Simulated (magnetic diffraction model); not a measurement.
# Moment size from magnetic intensity in ErTlRu

Space group P6_3mc (no. 186), a = 4.6770 Å, c = 7.1070 Å.

```
site  atom    x    y       z
  2b    Tl  2/3  1/3  0.5659
  2a    Er    0    0  0.7428
  2b    Ru  2/3  1/3  0.9654
```

This is a made-up structure (elements placed in a structure type, unrelaxed), so the numbers test the method and describe no known phase.

Only Er is taken to order (form factors of Er3+); orders and moment sizes are assumed, and not adapted to the symmetry. Radiation: neutrons of λ = 2.52 Å, 5° to 100°; isotropic B of 0.27 Å² (Tl), 0.33 Å² (Er) and 0.42 Å² (Ru). The intensities are simulated: I ∝ L Σ (|F_N|² + |F_M⊥|²) for unpolarised neutrons, with F_M = 2.695 fm/μB × Σ f(s) S exp(2πi Q·r) exp(−B s²) at Q = H ± k (one set where k and −k are equivalent), only the part normal to Q counting and L = 1/(sin²θ cos θ). For collinear order S is the moment m, which repeats by lattice and centring translations R with the sign exp(−2πi k·R). Form factors are spin-only for 3d ions and dipole or tabulated for f ions, scattering lengths are Sears's of 1992, and absorption is left out. A label names one of the reflections at its angle. The strongest nuclear line in the range is 100, and lines under 0.2 are left out.

In a first state the assumed order is k = (1/2 1/2 0), collinear moments along [101], 8.9 μB on Er; signs + at (0, 0, 0.7428), + at (0, 0, 0.2428), with this pattern:

```csv
2θ (°),index,nuclear,magnetic
17.90,(1/2 -1/2 0),0.0,272.3
31.26,(1/2 1/2 0),0.0,104.6
41.53,(0 0 2),4.9,0.0
41.96,(1 0 1),15.1,0.0
45.56,(1/2 -1/2 2),0.0,39.2
48.60,(3/2 -1/2 0),0.0,76.0
52.89,(1/2 1/2 2),0.0,40.3
55.63,(3/2 -3/2 0),0.0,26.5
56.29,(1 0 2),87.8,0.0
65.20,(1 1 0),100.0,0.0
65.81,(3/2 -1/2 2),0.0,59.2
68.22,(3/2 1/2 0),0.0,41.2
71.75,(3/2 -3/2 2),0.0,24.5
76.07,(1 0 3),36.2,0.0
80.33,(1 1 2),10.6,0.0
80.62,(2 0 1),5.5,0.0
```
(The table stops after 16 lines; 8 more lie at higher angle.)

**Question.** Nearer the ordering temperature the line at 17.90° has total intensity 197.0 on the same scale, and all moments have shrunk alike. How large is the Er moment?

The nuclear part, 0.0, stays, so the magnetic part is 197.0 against 272.3. It goes as m², so m = 8.9 × √(197.0/272.3) = 7.57 μB; the value used was 7.57 μB.

[Logs are printed without paths, hosts, clocks, repeated set-up lines and the standing remarks that a program may print on its own settings, such as how far it seeks lower states.]
